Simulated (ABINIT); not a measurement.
# A GW chain in ABINIT: Y2CrH6 (Fm-3m)

Aim: the G0W0 gap of Y2CrH6 (Fm-3m) on LDA, step by step.

Method: LDA and many-body steps on it, plane waves, in ABINIT 10.8.3.

This is a report of a sequence of runs, with most program output left out.

## (1) Set-up

The structure is cubic, space group Fm-3m (No. 225). Conventional cell: a = 6.999 Å, b = 6.999 Å, c = 6.999 Å, α = 90.00°, β = 90.00°, γ = 90.00°. Y has 12 H at 2.47 Å nearest. Cr has 6 H at 1.72 Å nearest. Nearest to H lie 1 Cr at 1.72 Å and 4 H at 2.43 Å and 4 Y at 2.47 Å. Farther neighbours are not listed.

The cell and positions are those that the Materials Project relaxed with its own functionals (PBE, PBE+U or r2SCAN), kept fixed.

## (2) Ground state

This step: ABINIT 10.8.3; DFT, LDA, plane waves, norm-conserving pseudopotentials.

The ground-state density comes first.

Input file run.abi:

```
acell 3*1.0 Angstrom
rprim 
  0.000000000000 3.499313000000 3.499313000000
  3.499313000000 0.000000000000 3.499313000000
  3.499313000000 3.499313000000 -0.000000000000
ntypat 3
znucl 39 24 1
natom 9
typat 1 1 2 3 3 3 3 3 3
xred 
  0.750000000000 0.750000000000 0.750000000000
  0.250000000000 0.250000000000 0.250000000000
  0.000000000000 0.000000000000 0.000000000000
  0.754389000000 0.754389000000 0.245611000000
  0.245611000000 0.754389000000 0.245611000000
  0.754389000000 0.245611000000 0.245611000000
  0.245611000000 0.245611000000 0.754389000000
  0.754389000000 0.245611000000 0.754389000000
  0.245611000000 0.754389000000 0.754389000000
pp_dirpath "pseudos"
pseudos "Y.upf, Cr.upf, H.upf"
ecut 43
ngkpt 6 6 6
nshiftk 1
shiftk 0 0 0
kptopt 1
chksymbreak 0
nband 29
occopt 1
tolvrs 1e-10
nstep 60
prtwf 0
optforces 0
optstress 0
indata_prefix "in"
outdata_prefix "out"
tmpdata_prefix "tmp"
```

Command:

```console
OMP_NUM_THREADS=1 mpirun -n 4 abinit run.abi > log
```

It took 64 s on 4 MPI ranks of Arm Neoverse V2, shared host; peak memory 0.49 GiB.

Numbers from this step:

- total energy: -4742.6807 eV
- gap: 0.2463 eV
- k of the valence top: 0, 0, 0
- k of the conduction bottom: 0.5, 0.5, 0
- least direct gap: 0.4699 eV

The gap is indirect, with the least direct gap 0.22 eV higher.

## (3) Bands along the symmetry lines

The cheap functional maps the bands first; the places of the edges decide which points the dearer methods must see.

Changes to run.abi since step 2:

```diff
@@ -22,14 +22,40 @@
 ecut 43
-ngkpt 6 6 6
-nshiftk 1
-shiftk 0 0 0
-kptopt 1
-chksymbreak 0
-nband 29
-occopt 1
-tolvrs 1e-10
-nstep 60
+iscf -2
+irdden 1
+kptopt 0
+nkpt 26
+kpt 
+  0.00000000 0.00000000 0.00000000
+  0.12500000 0.00000000 0.12500000
+  0.25000000 0.00000000 0.25000000
+  0.37500000 0.00000000 0.37500000
+  0.50000000 0.00000000 0.50000000
+  0.53125000 0.06250000 0.53125000
+  0.56250000 0.12500000 0.56250000
+  0.59375000 0.18750000 0.59375000
+  0.62500000 0.25000000 0.62500000
+  0.37500000 0.37500000 0.75000000
+  0.28125000 0.28125000 0.56250000
+  0.18750000 0.18750000 0.37500000
+  0.09375000 0.09375000 0.18750000
+  0.00000000 0.00000000 0.00000000
+  0.12500000 0.12500000 0.12500000
+  0.25000000 0.25000000 0.25000000
+  0.37500000 0.37500000 0.37500000
+  0.50000000 0.50000000 0.50000000
+  0.50000000 0.43750000 0.56250000
+  0.50000000 0.37500000 0.62500000
+  0.50000000 0.31250000 0.68750000
+  0.50000000 0.25000000 0.75000000
+  0.50000000 0.18750000 0.68750000
+  0.50000000 0.12500000 0.62500000
+  0.50000000 0.06250000 0.56250000
+  0.50000000 0.00000000 0.50000000
+istwfk *1
+nband 28
+nbdbuf 2
+tolwfr 1e-08
+nstep 40
 prtwf 0
-optforces 0
-optstress 0
+prtvol 0
 indata_prefix "in"
```

It took 51 s on 4 MPI ranks; peak memory 0.41 GiB.

Numbers from this step:

| Quantity | Value |
| --- | --- |
| gap | 0.2463 eV |
| k of the valence top | 0, 0, 0 |
| k of the conduction bottom | 0.5, 0, 0.5 |
| least direct gap | 0.4699 eV |

The gap is 0.246 eV, as in the run before at this level.

Electronic bands along the path, in eV, zero at the top of the highest filled band:

```csv
point,band 18,band 19,band 20,band 21,band 22,band 23,band 24,band 25
Γ,-4.39,0.00,0.00,0.00,1.91,1.91,3.69,4.70
halfway,-3.95,-0.71,-0.08,-0.08,1.23,1.84,2.95,2.95
X,-3.31,-1.65,-0.22,-0.22,0.25,1.23,1.97,1.97
halfway,-3.13,-1.40,-0.30,-0.22,0.45,1.22,1.89,1.97
U,-3.06,-0.96,-0.39,-0.23,0.89,1.19,1.80,1.98
jump to K,-3.06,-0.96,-0.39,-0.23,0.89,1.19,1.80,1.98
halfway,-3.65,-0.48,-0.22,-0.13,1.54,2.07,2.21,2.96
Γ,-4.39,0.00,0.00,0.00,1.91,1.91,3.69,4.70
halfway,-3.86,-0.33,-0.14,-0.14,1.88,1.88,2.80,3.38
L,-3.34,-0.70,-0.34,-0.34,1.50,2.03,2.03,2.19
halfway,-3.18,-0.59,-0.47,-0.29,1.24,1.61,1.62,2.15
W,-3.00,-0.68,-0.68,-0.15,1.21,1.27,1.27,2.21
halfway,-3.07,-1.22,-0.38,-0.19,0.61,1.22,1.73,2.09
X,-3.31,-1.65,-0.22,-0.22,0.25,1.23,1.97,1.97
```

## (4) Empty states on the mesh, 2×2×2 mesh, 60 bands

The sums over transitions need many empty states on a uniform mesh; this step solves for them.

Input file run.abi:

```
acell 3*1.0 Angstrom
rprim 
  0.000000000000 3.499313000000 3.499313000000
  3.499313000000 0.000000000000 3.499313000000
  3.499313000000 3.499313000000 -0.000000000000
ntypat 3
znucl 39 24 1
natom 9
typat 1 1 2 3 3 3 3 3 3
xred 
  0.750000000000 0.750000000000 0.750000000000
  0.250000000000 0.250000000000 0.250000000000
  0.000000000000 0.000000000000 0.000000000000
  0.754389000000 0.754389000000 0.245611000000
  0.245611000000 0.754389000000 0.245611000000
  0.754389000000 0.245611000000 0.245611000000
  0.245611000000 0.245611000000 0.754389000000
  0.754389000000 0.245611000000 0.754389000000
  0.245611000000 0.754389000000 0.754389000000
pp_dirpath "pseudos"
pseudos "Y.upf, Cr.upf, H.upf"
ecut 43
ngkpt 2 2 2
nshiftk 1
shiftk 0 0 0
kptopt 1
chksymbreak 0
iscf -2
irdden 1
istwfk *1
nband 60
nbdbuf 4
tolwfr 1e-09
nstep 60
prtvol 0
indata_prefix "in"
outdata_prefix "out"
tmpdata_prefix "tmp"
```

Run time: 17 s. Hardware: 4 MPI ranks; peak memory 0.35 GiB.

This step gave:

```
gap                                                           : 0.2463 eV
k of the valence top                                          : 0, 0, 0
k of the conduction bottom                                    : 0.5, 0.5, 0
least direct gap                                              : 0.4699 eV
k points computed                                             : 3
lowest point of the top converged band, above the valence top : 21.91 eV
```

On this mesh the gap is 0.246 eV.

## (5) Screening, 2×2×2 mesh, 56 bands, screening to 87.1 eV

The RPA dielectric matrix is built and inverted for each q.

This step: RPA screening on LDA, plane waves, norm-conserving pseudopotentials.

Changes to run.abi since step 4:

```diff
@@ -27,10 +27,11 @@
 chksymbreak 0
-iscf -2
-irdden 1
 istwfk *1
-nband 60
-nbdbuf 4
-tolwfr 1e-09
-nstep 60
-prtvol 0
+occopt 1
+irdwfk 1
+optdriver 3
+nband 56
+ecuteps 3.2
+inclvkb 2
+awtr 1
+symchi 1
 indata_prefix "in"
```

Elapsed: 6.9 s, on 4 MPI ranks; peak memory 0.87 GiB; 27 s of CPU time.

This step gave:

| Quantity | Value |
| --- | --- |
| ε∞ with local fields, on this mesh, along the program's q direction | 55.99 |
| the same without local fields | 67.79 |
| plasma frequency | 26.00 eV |
| plane waves in the screening matrix | 169 |

Local fields lower ε∞ by 17 %. On a Γ-centred mesh this coarse the value itself is usually too large, while a short band sum pulls it down.

## (6) Self-energy, 2×2×2 mesh, 56 bands, screening to 87.1 eV

The self-energy is evaluated for the states that the input lists, and the levels follow from it, in one-shot runs by the linearised quasiparticle equation.

This step: G0W0 on LDA, plane waves, norm-conserving pseudopotentials.

Changes to run.abi since step 5:

```diff
@@ -30,8 +30,17 @@
 irdwfk 1
-optdriver 3
+optdriver 4
 nband 56
+gwcalctyp 0
+ecutsigx 43
+symsigma 1
+nkptgw 2
+kptgw 
+  0.0000000000 0.0000000000 0.0000000000
+  0.5000000000 0.5000000000 0.0000000000
+bdgw 
+  19 23
+  20 23
 ecuteps 3.2
-inclvkb 2
-awtr 1
-symchi 1
+irdscr 1
+ppmodel 1
 indata_prefix "in"
```

The job ended after 4.4 s (4 MPI ranks; peak memory 1 GiB).

This step gave:

| Property | Result |
| --- | --- |
| G0W0 gap on the points computed | 0.3820 eV |
| starting gap on the mesh | 0.2463 eV |
| k of the valence top | 0, 0, 0 |
| k of the conduction bottom | 0.5, 0.5, 0 |
| Z at the valence top | 0.735 |
| Z at the conduction bottom | 0.802 |
| least direct G0W0 gap on the computed points | 0.5670 eV |

The gap on the mesh goes from 0.25 eV to 0.38 eV, a correction of +0.14 eV.

Limits: finite bands, cutoff and mesh; no spin polarisation; d states lean on the start; no spin-orbit coupling; coarse k mesh. v1 is the top filled band, c1 the lowest empty one. Levels before and after the correction, in eV, zero at the valence-band top of each column:

```csv
,conduction bottom,valence top
Kohn-Sham,0.25,0.00
G0W0,0.38,0.00
```

```csv
,level,energy (eV)
Kohn-Sham,Γ v3-v1,0.000
Kohn-Sham,Γ c1-c2,1.912
Kohn-Sham,(0.5 0.5 0) v2-v1,-0.224
Kohn-Sham,(0.5 0.5 0) c1,0.246
Kohn-Sham,(0.5 0.5 0) c2,1.235
G0W0,Γ v3-v1,0.000
G0W0,Γ c1-c2,2.413
G0W0,(0.5 0.5 0) v2-v1,-0.185
G0W0,(0.5 0.5 0) c1,0.382
G0W0,(0.5 0.5 0) c2,1.679
```

## (7) Where the time went

Times are wall times on 4 MPI ranks of Arm Neoverse V2, shared host, good to a factor of about two.

```csv
step,time,share,memory (GiB)
ground state,64 s,45 %,0.49
bands along the symmetry lines,51 s,36 %,0.41
empty states on the mesh,17 s,12 %,0.35
screening,6.9 s,5 %,0.87
self-energy,4.4 s,3 %,1.0
```

## (8) Results

| Quantity | Value |
| --- | --- |
| LDA gap | 0.25 eV, indirect |
| G0W0 gap on the mesh | 0.38 eV |
| GW settings | 2×2×2 mesh, 56 bands, screening to 87.1 eV, Godby-Needs plasmon pole |
| known limits | not at the basis limit; mesh may overstate the screening; no spin polarisation; d states lean on the start; no spin-orbit coupling; coarse k mesh |

What this shows: G0W0 moves the gap on the mesh from 0.25 eV to 0.38 eV (+0.14 eV), with Z of 0.73 and 0.80 at the edges. Local fields lower the RPA ε∞ on this mesh from 67.79 to 55.99; a Γ-centred mesh this coarse tends to raise both, most where the direct gap is narrow, while a short band sum lowers them. Only 2 of the mesh's irreducible points were corrected, so a valley elsewhere could overtake. Bands and cutoff are finite, so the gap is not at the basis limit. The miss can reach some tenths of an eV and take either sign; the mesh is an error of its own. In the G0W0 run levels were corrected at 2 k points alone, so a gap called «on the mesh» is the least over those, and an edge elsewhere would be missed. The 2×2×2 mesh is coarse for this cell, which bears on the long-range parts of exchange and screening. The RPA ε∞ on this mesh reaches over 25; with a narrow direct gap a coarse mesh can overstate it, and the correction is then too small. The runs have no spin polarisation. For a closed low-spin shell that is the natural state; where a d or f shell is open it is a constraint, and the gap is then not the crystal's own. With d states at the gap, one-shot GW leans hard on its start. The many-body steps are scalar-relativistic: spin-orbit coupling is not in them.

[Paths, hosts, dates, memory and timing lines, banners, echoed tables and standing remarks are left out of the program output.]

[Logs are printed without paths, hosts, clocks, repeated set-up lines and the standing remarks that a program may print on its own settings, such as how far it seeks lower states.]

[Runs of the session that timed out or met a known fault of the program may be left out.]

[No measured gap is set beside runs whose start may be inverted or whose files or cutoffs have a known fault.]

[Hosts, paths, dates, database ids (printed as entryN), source tags and the programs' standing remarks are cut or masked in the printed files.]

[G0W0 gaps are taken among the corrected bands and points alone; a level outside them can change the order at an edge.]

[Where Ansatz stands beside ABINIT at settings called matched, ABINIT's density can come from a denser mesh and the files from another edition; pairs whose starting gaps differed by over 0.03 eV were left out, so agreement reads better than it is.]
